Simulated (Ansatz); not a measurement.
# KTaSe3 (built on the sites of a database entry of KTaO3): from the cell to its phonons

Aim: the vibrations of KTaSe3 (built on the sites of a database entry of KTaO3), their spectra, and whether the structure is stable.

Calculated with Ansatz 0.2.0; DFT LDA, scalar-relativistic, plane waves, PAW.

This is a report of a sequence of runs, with most program output left out.

The structure was built from a prototype and need not be the compound's stable phase.

### Step 1. The structure

It takes space group Pm-3m (No. 221, cubic). The conventional cell has a = 4.282 Å, b = 4.282 Å, c = 4.282 Å, α = 90.00°, β = 90.00°, γ = 90.00°. Nearest to K lie 12 Se at 3.03 Å. Nearest to Ta lie 6 Se at 2.14 Å. Se has 2 Ta at 2.14 Å and 4 K at 3.03 Å nearest. Farther neighbours and most contacts between anions are not listed.

### Step 2. Rough relaxation

A rough relaxation comes first, because large forces or stress need no tight tolerances yet.

Contents of input.yaml:

```yaml
crystal:
  lattice:
    - [4.28224, 0.0, 0.0]
    - [0.0, 4.28224, 0.0]
    - [0.0, 0.0, 4.28224]
  atoms:
    - { symbol: K, position: [0.5, 0.5, 0.5] }
    - { symbol: Ta, position: [0.0, 0.0, 0.0] }
    - { symbol: Se, position: [0.5, 0.0, 0.0] }
    - { symbol: Se, position: [0.0, 0.5, 0.0] }
    - { symbol: Se, position: [0.0, 0.0, 0.5] }
kpoints:
  mp_grid: { grid: [6, 6, 6] }
hamiltonian:
  xc: lda
scf:
  occupations: { method: gaussian, width: 0.1 }
output:
  forces: true
  stress: true
  eigenvalues: true
relax:
  adjacent_minimum: "off"
  f_tol: 0.05
  max_steps: 80
  cell: { stress_tol: 0.5 }
```

Run with:

```console
> ansatz run input.yaml --threads 8 --pin off --max-ram 14336MiB --backend cpu --events-out ev --progress --plain --runs-dir out
```

The job ended after 3.2 s (8 threads of AMD EPYC 9R45 (Zen 5), shared host; peak memory 0.66 GiB).

Relaxation path:

```tsv
step	energy less that of the first step (eV)	largest force component (eV/Å)	pressure (GPa)	volume (Å³)
1	0.0000	0.0000	95.87	78.53
2	-5.3106	0.0000	49.89	90.58
3	-8.1429	0.0000	21.55	103.81
4	-9.1825	0.0000	5.69	116.73
5	-9.2954	0.0000	-0.62	124.43
6	-9.2973	0.0000	0.02	123.55
7*	-9.3595	0.0000	0.84	123.55
8	-9.3626	0.0000	0.09	124.70
9*	-9.3628	0.0000	0.09	124.70
```

Relaxation steps marked * repeat the geometry before them on a plane-wave basis chosen anew for their cell, so energy and pressure can jump there.

Forces are held to the 48 operations that the run works with; a distortion that breaks them can't arise in this run.

```tsv
cell as run	before	after	change
a (Å)	4.282	4.996	+16.7 %
b (Å)	4.282	4.996	+16.7 %
c (Å)	4.282	4.996	+16.7 %
volume (Å³/atom)	15.71	24.94	+58.8 %
```

The relaxed structure:

```cif
data_structure
_symmetry_space_group_name_H-M 'P 1'
_symmetry_Int_Tables_number 1
_cell_length_a 4.9960
_cell_length_b 4.9960
_cell_length_c 4.9960
_cell_angle_alpha 90.000
_cell_angle_beta 90.000
_cell_angle_gamma 90.000
_cell_volume 124.70
loop_
_atom_site_label
_atom_site_type_symbol
_atom_site_fract_x
_atom_site_fract_y
_atom_site_fract_z
_atom_site_occupancy
K1 K 0.50000 0.50000 0.50000 1
Ta2 Ta 0.00000 0.00000 0.00000 1
Se3 Se 0.50000 0.00000 0.00000 1
Se4 Se 0.00000 0.50000 0.00000 1
Se5 Se 0.00000 0.00000 0.50000 1
```

Numbers from this step:

```yaml
pressure: 0.09194 GPa
volume_per_atom: 24.94 Å³
gap_on_the_k_mesh: 0 eV
```

In this step the volume went from 15.71 to 24.94 Å³/atom.

### Step 3. Relaxation

The cell and atoms are relaxed, since residual forces and stress would shift the frequencies.

Edit input.yaml of step 2 so:

```diff
@@ -2,5 +2,5 @@
   lattice:
-    - [4.28224, 0.0, 0.0]
-    - [0.0, 4.28224, 0.0]
-    - [0.0, 0.0, 4.28224]
+    - [4.9960084273, 0.0, 0.0]
+    - [0.0, 4.9960084273, 0.0]
+    - [0.0, 0.0, 4.9960084273]
   atoms:
@@ -21,6 +21,10 @@
   eigenvalues: true
+  write_density: true
+  write_potential: true
+  elf: true
+  volumetric_format: npy
 relax:
   adjacent_minimum: "off"
-  f_tol: 0.05
+  f_tol: 0.005
   max_steps: 80
-  cell: { stress_tol: 0.5 }
+  cell: { stress_tol: 0.05 }
```

Run time: 1.3 s. Hardware: 8 threads; peak memory 0.68 GiB; 7.3 s of CPU time.

Little changed from the start: no atom moved by 0.005 Å and no cell edge by 0.1 %.

Numbers from this step:

| Property | Result |
| --- | --- |
| pressure | -0.03517 GPa |
| volume per atom | 24.98 Å³ |

ELF in the ac plane at fractional y = 0.000, with atoms of Ta and Se within 0.2 Å of it. It is the smooth field of the valence electrons, not physical close to the nuclei.

Ten even steps from '_' (0.02) to '@' (0.78), each cell a mean:
```
==%%**--@@@@++==##@@**--%%##
%%##----%%@@@@@@@@@@**::==%%
==--::::++%%@@@@@@##==::::--
****++--::==##%%**--::==****
@@@@@@**::..::::....--##@@@@
**%%@@%%==________..**@@@@##
..**@@@@++..______::%%@@@@==
--##@@@@++..______::##@@@@++
%%@@@@##::__....__..==%%@@@@
@@%%##==..::++++==::::++%%@@
==----::==##@@@@%%**--::----
**==::--##@@@@@@@@@@++::--**
##%%==--%%@@##**%%@@**--##%%
..##**==@@%%--..**@@**==%%==
```
Columns run along a (5.0 Å), rows up along c (5.0 Å). Atoms in or near the plane, at fractional coordinates: Ta at (0.00, 0.00), Se at (0.50, 0.00), Se at (0.00, 0.50).

Electrostatic potential energy in the ac plane at fractional y = 0.000, with atoms of Ta and Se within 0.2 Å of it. With pseudopotentials it is smooth inside the atoms' cores, unlike the true potential.

Ten even steps from '0' (-58 eV) to '9' (13 eV), each cell a mean:
```
01587678768730
34788766689863
67899988899987
88999999999998
67899999999986
76799999999867
87699999999868
87799999999867
66899999999976
78999999999987
78999999999988
46799876789875
02688677678741
00477688768630
```
Columns run along a (5.0 Å; values clipped at the 3rd and 97th percentile), rows up along c (5.0 Å). Atoms in or near the plane, at fractional coordinates: Ta at (0.00, 0.00), Se at (0.50, 0.00), Se at (0.00, 0.50).

Valence density in the ac plane at fractional y = 0.000, with atoms of Ta and Se within 0.2 Å of it. It is the smooth field of the valence electrons, not physical close to the nuclei.

Ten steps, logarithmic in the rise over the least value, from '_' (0 e/Å³) to '@' (33 e/Å³), each cell a mean:
```
++++--..::==##%%**--::::==++
====::....::==++--::....--==
::::..__......::....__....::
::....__________________..::
--::..________________..::--
##++::..______________..--**
@@##--..______________::++%%
@@**--..______________..==##
++--::..______________..::==
::::..________________....::
::....____........______....
==--......::----::......::--
++++--..::--**##++::..::==++
++++==::::++@@@@##--::::==++
```
Columns run along a (5.0 Å), rows up along c (5.0 Å). Atoms in or near the plane, at fractional coordinates: Ta at (0.00, 0.00), Se at (0.50, 0.00), Se at (0.00, 0.50).

In this step the volume went from 24.94 to 24.98 Å³/atom.

### Step 4. Relaxing to small forces for the phonons

Phonons need a cell at rest on their own settings, so the relaxation is repeated with tight tolerances on forces and stress, using the mesh and the filling of the phonon run that follows.

Contents of input.yaml:

```yaml
crystal:
  lattice:
    - [4.9987021164, 0.0, 0.0]
    - [0.0, 4.9987021164, 0.0]
    - [0.0, 0.0, 4.9987021164]
  atoms:
    - { symbol: K, position: [0.5, 0.5, 0.5] }
    - { symbol: Ta, position: [0.0, 0.0, 0.0] }
    - { symbol: Se, position: [0.5, 0.0, 0.0] }
    - { symbol: Se, position: [0.0, 0.5, 0.0] }
    - { symbol: Se, position: [0.0, 0.0, 0.5] }
kpoints:
  mp_grid: { grid: [6, 6, 6] }
hamiltonian:
  xc: lda
scf:
  occupations: { method: methfessel_paxton, width: 0.15 }
output:
  forces: true
  stress: true
  eigenvalues: true
relax:
  adjacent_minimum: "off"
  f_tol: 0.001
  max_steps: 60
  cell: { stress_tol: 0.01 }
```

Run time: 1.6 s. Hardware: 8 threads; peak memory 0.67 GiB; 9.2 s of CPU time.

Little changed from the start: no atom moved by 0.005 Å and no cell edge by 0.1 %.

This step gave:

| Property | Result |
| --- | --- |
| pressure | 1.97e-5 GPa |
| volume per atom | 24.97 Å³ |

The forces vanish by symmetry and the pressure is 0.000 GPa, within the tolerances set. The cell now holds 24.97 Å³/atom.

### Step 5. Modes at Γ

The zone centre comes first: it holds the modes that light can see, as far as symmetry allows. No field response is asked, since the mesh shows no gap.

input.yaml, the sections that differ from step 4:

```yaml
crystal:
  lattice:
    - [4.9981413134, 0.0, 0.0]
    - [0.0, 4.9981413134, 0.0]
    - [0.0, 0.0, 4.9981413134]
  atoms:
    - { symbol: K, position: [0.5, 0.5, 0.5] }
    - { symbol: Ta, position: [0.0, 0.0, 0.0] }
    - { symbol: Se, position: [0.5, 0.0, 0.0] }
    - { symbol: Se, position: [0.0, 0.5, 0.0] }
    - { symbol: Se, position: [0.0, 0.0, 0.5] }
output:
  eigenvalues: true
phonons:
  method: dfpt
# kpoints, hamiltonian, scf: as in step 4
# relax: removed
```

It took 8.2 s on 8 threads; peak memory 1.5 GiB.

This step gave:

```
sum-rule residual before enforcement                    : 2.10e-5 eV/Å²
point group                                             : m-3m
highest optical mode at the zone centre (no LO-TO term) : 232.2 cm⁻¹
lowest optical zone-centre mode                         : 51.97 cm⁻¹
```

Patterns of degenerate modes are one choice out of their space. Modes at Γ, with each element's share of the kinetic energy:

```tsv
mode	frequency (cm⁻¹)	symmetry	K %	Ta %	Se %
1	0.0	acoustic	9	40	52
2	0.0	acoustic	9	40	52
3	0.0	acoustic	9	40	52
4	52.0	T1u	30	46	25
5	52.0	T1u	30	46	25
6	52.0	T1u	30	46	25
7	70.8	T2u	0	0	100
8	70.8	T2u	0	0	100
9	70.8	T2u	0	0	100
10	81.2	T1u	62	6	33
11	81.2	T1u	62	6	33
12	81.2	T1u	62	6	33
13	232.2	T1u	0	9	91
14	232.2	T1u	0	9	91
15	232.2	T1u	0	9	91
```

Displacements in mode 4 (52.0 cm⁻¹), the largest set to 1:
```
K1   0.00 -1.00 -0.97
Ta2  0.00  0.58  0.56
Se3  0.00 -0.45 -0.44
Se4  0.00  0.07 -0.44
Se5  0.00 -0.45  0.07
```

Displacements in mode 9 (70.8 cm⁻¹), the largest set to 1:
```
K1   0.00  0.00  0.00
Ta2  0.00  0.00  0.00
Se3  0.00  0.90  1.00
Se4 -0.05  0.00 -1.00
Se5  0.05 -0.90  0.00
```

Before it was imposed, the acoustic sum rule was missed by 2.1e-5 eV/Å². Small misses are needed for a sound result but don't prove that mesh and cutoff are converged. The lowest optical mode is real, 52.0 cm⁻¹.

### Step 6. Response at finite wavevector

Stability and thermal properties need the whole zone. Linear response on a 2×2×2 q mesh gives force constants as far as a supercell of that size would.

Edit input.yaml of step 5 so:

```diff
@@ -21 +21,8 @@
   method: dfpt
+  qmesh: [2, 2, 2]
+  temperatures: { t_max: 1000, t_step: 50 }
+  qpath:
+    path:
+      - [[0.0, 0.0, 0.0], [0.0, 0.5, 0.0], [0.5, 0.5, 0.0], [0.0, 0.0, 0.0], [0.5, 0.5, 0.5], [0.0, 0.5, 0.0]]
+      - [[0.5, 0.5, 0.5], [0.5, 0.5, 0.0]]
+    npoints: 10
```

Run time: 39 s. Hardware: 8 threads; peak memory 1.4 GiB.

This step gave:

* sum-rule residual before enforcement: 2.39e-5 eV/Å²
* lowest frequency on the path: -50.87 cm⁻¹
* highest frequency on the path or at a solved wavevector: 303.5 cm⁻¹
* lowest mode on the q mesh (acoustic modes at Γ apart): -50.87 cm⁻¹

Frequencies (cm⁻¹) solved at each irreducible wavevector; negative means imaginary. Frequencies by wavevector, by row:

```tsv
q in reciprocal lattice units	star	mode 1	mode 2	mode 3	mode 4	mode 13	mode 14	mode 15
0 0 0	1	0	0	0	52	232.2	232.2	232.2
0 0 -0.5	3	14.4	14.4	66.6	66.6	230.5	230.5	270
0 -0.5 -0.5	3	-49.1	-20.1	66.1	66.1	158.3	229.1	287.6
-0.5 -0.5 -0.5	1	-50.9	-50.9	-50.9	70.9	156	156	303.5
```

Interpolated from a 2×2×2 q mesh. The phonon branches at the labelled points (cm⁻¹):

```tsv
point	branch 1	branch 2	branch 3	branch 4	branch 12	branch 13	branch 14	branch 15
Γ	0	0	0	52	81	232	232	232
halfway	18	18	56	56	115	231	231	250
X	14	14	67	67	153	230	230	270
halfway	-6	28	60	68	154	197	230	281
M	-49	-20	66	66	155	158	229	288
halfway	16	32	62	62	119	213	231	268
Γ	0	0	0	52	81	232	232	232
halfway	32	32	46	70	120	204	204	284
R	-51	-51	-51	71	156	156	156	304
halfway	25	32	38	66	155	179	194	294
X	14	14	67	67	153	230	230	270
jump to R	-51	-51	-51	71	156	156	156	304
halfway	-50	30	30	70	155	155	177	300
M	-49	-20	66	66	155	158	229	288
```

Tetrahedra on a 14×14×14 mesh, mean over bins of 5 cm-1. Interpolated from a 2×2×2 q mesh. Table of phonon density of states by wavenumber; read off at these points:

```tsv
wavenumber (cm⁻¹)	phonon density of states (1/cm⁻¹/cell)
-52	2.3e-4
-42	0.0132
-28	0.0075
-18	0.00664
-2	0.00844
8	0.0114
22	0.0408
32	0.0636
48	0.0312
58	0.0901
68	0.133
72	0.307
82	0.110
92	0.0915
108	0.0858
118	0.0840
132	0.0284
142	0.0302
152	0.0750
158	0.0238
168	0.0132
182	0.0147
192	0.0173
202	0.0208
218	0.0331
228	0.0830
242	0.00295
252	0.00537
268	0.0135
278	0.0235
288	0.0300
292	0.0225
302	0.0121
```

The partial phonon density of states has structure finer than the step of the table below, so its rows give means over 10 cm⁻¹, whole bins alone (the curve runs from -58.6 to 322 cm⁻¹). Peaks (cm⁻¹: height): K 70.8: 0.187; Se 20.5: 0.0440, 49.3: 0.0423, 75.6: 0.0880, 92.4: 0.0693, 104.4: 0.0727, 121.2: 0.0652, 226.6: 0.0595; Ta 15.7: 0.0152, 34.9: 0.0441, 61.2: 0.0213, 85.2: 0.0232, 118.8: 0.0339, 140.3: 0.0409, 152.3: 0.0635.

Phonopy on the run's constants, 11x11x11 mesh, Gaussian sigma 2.7 cm-1. Interpolated from a 2×2×2 q mesh. Table of partial phonon density of states by wavenumber; means over each step; values in 1/cm⁻¹/cell:

```tsv
wavenumber (cm⁻¹)	K	Se	Ta
-50	5.2e-6	0.00783	0
-40	4.9e-5	0.0163	3.0e-5
-30	9.4e-5	0.0127	8.3e-5
-20	3.2e-5	0.00269	0.00190
-10	4.5e-7	3.4e-4	0.00270
0	2.3e-5	2.8e-4	0.00104
10	2.2e-4	0.00664	0.00754
20	0.00149	0.0348	0.00934
30	0.00404	0.0250	0.0187
40	0.00425	0.0268	0.0181
50	0.00569	0.0353	0.00440
60	0.0455	0.0446	0.0159
70	0.143	0.0625	0.0117
80	0.0563	0.0700	0.0161
90	0.0230	0.0609	0.0181
100	0.00734	0.0596	0.0133
110	0.00407	0.0591	0.0146
120	0.00286	0.0628	0.0266
130	0.00103	0.0355	0.00864
140	6.6e-4	0.00749	0.0296
150	5.4e-4	0.00540	0.0394
160	1.8e-4	0.00649	0.0186
170	6.1e-6	0.00944	0.00338
180	0	0.0116	0.00278
190	0	0.0135	0.00216
200	0	0.0175	0.00237
210	4.8e-6	0.0231	0.00265
220	1.6e-6	0.0352	0.00368
230	8.0e-7	0.0463	0.00465
240	0	0.00482	4.2e-4
250	0	0.00450	2.5e-4
260	3.6e-6	0.00805	3.0e-4
270	1.6e-5	0.0163	3.7e-4
280	1.8e-5	0.0247	4.1e-4
290	7.5e-6	0.0250	3.0e-4
300	0	0.0155	1.3e-4
310	0	0.00118	5.2e-6
```

Symmetry leaves 4 wavevectors to solve. The lowest mode among them, the acoustic zeros apart, lies at q = (-0.5, -0.5, -0.5) and is imaginary, 50.9i cm⁻¹, so the energy falls along it.

### Step 7. Another isotope, element K, natural mass 39.0983 amu

An isotope changes the mass and not the force constants, so no new electronic calculation is needed; the shifts show which modes move this element.

The same force constants with the mass of K changed from 39.098 to 40.962 u (phonopy, no LO-TO term). Both lists are sorted by frequency; levels can cross, so a row need not hold one and the same mode. Modes under 3 cm⁻¹ are left out. Isotope shifts, by row, the first 40 of 57 rows:

```tsv
q	rank	natural mass (cm⁻¹)	changed mass (cm⁻¹)
0 0 0	4	51.97	51.6
0 0 0	5	51.97	51.6
0 0 0	6	51.97	51.6
0 0 0	7	70.83	70.83
0 0 0	8	70.83	70.83
0 0 0	9	70.83	70.83
0 0 0	10	81.21	80.08
0 0 0	11	81.21	80.08
0 0 0	12	81.21	80.08
0 0 0	13	232.2	232.2
0 0 0	14	232.2	232.2
0 0 0	15	232.2	232.2
0 0 -0.5	1	14.4	14.4
0 0 -0.5	2	14.4	14.4
0 0 -0.5	3	66.57	65.27
0 0 -0.5	4	66.57	65.27
0 0 -0.5	5	66.65	66.57
0 0 -0.5	6	66.65	66.57
0 0 -0.5	7	82.05	80.17
0 0 -0.5	8	83.65	83.65
0 0 -0.5	9	93.69	93.69
0 0 -0.5	10	95.18	94.97
0 0 -0.5	11	95.18	94.97
0 0 -0.5	12	152.8	152.8
0 0 -0.5	13	230.5	230.5
0 0 -0.5	14	230.5	230.5
0 0 -0.5	15	270	270
0 -0.5 -0.5	1	-49.1	-49.1
0 -0.5 -0.5	2	-20.12	-20.12
0 -0.5 -0.5	3	66.14	64.95
0 -0.5 -0.5	4	66.14	64.95
0 -0.5 -0.5	5	71.05	69.41
0 -0.5 -0.5	6	91.97	91.97
0 -0.5 -0.5	7	91.97	91.97
0 -0.5 -0.5	8	94.3	93.86
0 -0.5 -0.5	9	94.3	93.86
0 -0.5 -0.5	10	129.3	129.3
0 -0.5 -0.5	11	154.7	154.6
0 -0.5 -0.5	12	154.7	154.6
0 -0.5 -0.5	13	158.3	158.3
```

A mode of this element alone would shift by -2.30 %. The highest zone-centre frequency without the field goes from 232.2 to 232.2 cm⁻¹ (+0.0 %). The product of the frequency ratios over all optical modes at Γ is 0.939; the product rule, (m/m′)^(3k/2) (M′/M)^(3/2) with k = 1 such atoms and M the mass of the cell, gives 0.938.

### Step 8. Another isotope, element Se, natural mass 78.971 amu

The same for Se, from 78.97 to 81.92 u.

A mode of this element alone would shift by -1.81 %. The highest zone-centre frequency without the field goes from 232.2 to 228.4 cm⁻¹ (-1.6 %). The product of the frequency ratios over all optical modes at Γ is 0.873; the product rule, (m/m′)^(3k/2) (M′/M)^(3/2) with k = 3 such atoms and M the mass of the cell, gives 0.873.

### Step 9. What came out

- space group after relaxation (within 0.01 Å): Pm-3m
- volume per atom: 25.0 Å³
- electronic character: no gap on this mesh
- highest optical mode at the zone centre (no LO-TO term): 232 cm⁻¹
- lowest optical zone-centre mode: 52.0 cm⁻¹
- lowest mode on the q mesh (acoustic modes at Γ apart): -50.9 cm⁻¹
- highest frequency on the path or at a solved wavevector: 304 cm⁻¹
- imaginary modes on the 2×2×2 q mesh: yes

What this shows: Modes are clearly imaginary (beyond 10i cm⁻¹) at 2 of the 4 irreducible wavevectors, most at q = (-0.5, -0.5, -0.5) (50.9i cm⁻¹), so this structure is not a minimum of the energy. The optical modes at Γ span 52 to 232 cm⁻¹. The highest mode in this list at Γ, 232.2 cm⁻¹, is mostly motion of Se (91 % of the kinetic energy). With no gap, or one that is small against the smearing, the frequencies hang on the k mesh and the smearing, most of all near Kohn anomalies. Spin-orbit coupling is left out, which can matter for the heavy elements here. The starting cell was built on a prototype and not taken from a measurement, so the phase need not exist. These are harmonic frequencies at zero temperature: anharmonic shifts, linewidths and thermal expansion are left out.

[Logs are printed without paths, hosts, clocks, repeated set-up lines and the standing remarks that a program may print on its own settings, such as how far it seeks lower states.]

[Hosts, paths, dates, database ids (printed as entryN), source tags and the programs' standing remarks are cut or masked in the printed files.]
